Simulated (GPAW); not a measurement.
**KCl (Fm-3m): refractive index against wavelength**

The refractive index of KCl (Fm-3m) below the direct gap (5.19 eV on the mesh) is read from one computed spectrum, n = √(Re ε).

The structure is cubic, space group Fm-3m (No. 225). The conventional cell has a = 6.293 Å, b = 6.293 Å, c = 6.293 Å, α = 90.00°, β = 90.00°, γ = 90.00°. K on site a is surrounded by 6 Cl at 3.15 Å. Around Cl on site b lie 6 K at 3.15 Å.

Method: GPAW 26.7.0, PBE, RPA, k-mesh 10×10×10, local fields up to 60 eV, Lorentzian half width 0.1 eV.

Launch of the response step: `OMP_NUM_THREADS=1 python df.py`. The run took 2.1 min, its band step included, on 1 thread of Arm Neoverse V1, on a shared host.

```tsv
wavelength (nm)	photon energy E (eV)	n
850	1.459	1.4811
700	1.771	1.4855
633	1.959	?
532	2.331	1.4960
450	2.755	1.5066
405	3.061	1.5160
365	3.397	1.5284
```

In the single-oscillator model n² − 1 = E₀E_d/(E₀² − E²), so 1/(n² − 1) = E₀/E_d − E²/(E₀E_d) is linear in E².

Working, on the rows shown:

| x = E² (eV²) | y = 1/(n² − 1) |
| --- | --- |
| 2.12762 | 0.837761 |
| 3.13716 | 0.828699 |
| 5.43137 | 0.807744 |
| 7.59115 | 0.787499 |
| 9.37179 | 0.770264 |
| 11.5384 | 0.748499 |

Means: x̄ = 6.5329, ȳ = 0.79674. Σ(x − x̄)(y − ȳ) = -0.6278, Σ(x − x̄)² = 66.39. Slope = -0.6278 / 66.39 = -0.009456; intercept = ȳ − slope · x̄ = 0.85852. Turned back into n, the line misses the rows shown by at most 0.00053.

Problem. What does the fit predict for the withheld row, and how well does it do?

Solution. At x = 3.8364 the line gives y = 0.82224, that is 1.4887. The run gave 1.4886, so the interpolation is off by 8.5e-05, 0.2 % of the range in the table.

Refitted with all rows, the slope is -0.009462 and the intercept 0.85858. These give E₀ = √(intercept/−slope) = 9.53 eV and E_d = E₀/intercept = 11.1 eV; E₀ is 1.8 times the direct gap. The electronic limit at long wavelengths, without lattice vibrations, is n = √(1 + 1/intercept) = 1.471. Excitons are left out; PBE gaps are as a rule too small. The values come from a sum over the points of one k-mesh and carry its error, which grows as the direct gap shrinks.

[Logs are printed without paths, hosts, clocks, repeated set-up lines and the standing remarks that a program may print on its own settings, such as how far it seeks lower states.]
